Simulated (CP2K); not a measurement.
Consider carbon suboxide at its PBE geometry (Å).

```xyz
5

O    -2.1796   -0.2218    1.1129
C    -1.1353   -0.1164    0.5804
C     0.0000    0.0000    0.0000
C     1.1353    0.1164   -0.5804
O     2.1796    0.2218   -1.1129
```

Method: CP2K XAS_TDP, all-electron GAPW, PBEh(45%), aug-cc-pVTZ, TDA, no relativity.

Question: Predict the bright core excitations at the O K edge.

Leading lines: O1 528.85 eV. The leading line of an atom is its first one with 35 % of the strongest within 2.5 eV of its lowest line over the strength cut. 

The first six lines of each atom with a strength over 0.0015:

```tsv
atom	energy (eV)	states	strength, one atom
O1 (bonded to C), 2 alike	528.85	2	0.0644
	532.88	1	0.0027
	534.55	2	0.0026
	535.21	1	0.0112
	535.53	1	0.0099
	535.82	2	0.0022
```

Lines are vertical, at one geometry, with no vibrational structure. Without a correction of the core level, line positions, and the gaps between valence and Rydberg lines, follow the share of exact exchange. At this level such K lines come out 3 to 6 eV under measured ones. These values hold no scalar relativity, about 0.4 eV for O 1s. Rydberg lines, and the discretised continuum above threshold, depend on the basis and the box.

[Banner, clock and machine lines of the logs are left out without a mark of their own.]

[Logs are printed without paths, hosts, clocks, repeated set-up lines and the standing remarks that a program may print on its own settings, such as how far it seeks lower states.]

[Hosts, paths, dates, database ids (printed as entryN), source tags and the programs' standing remarks are cut or masked in the printed files.]
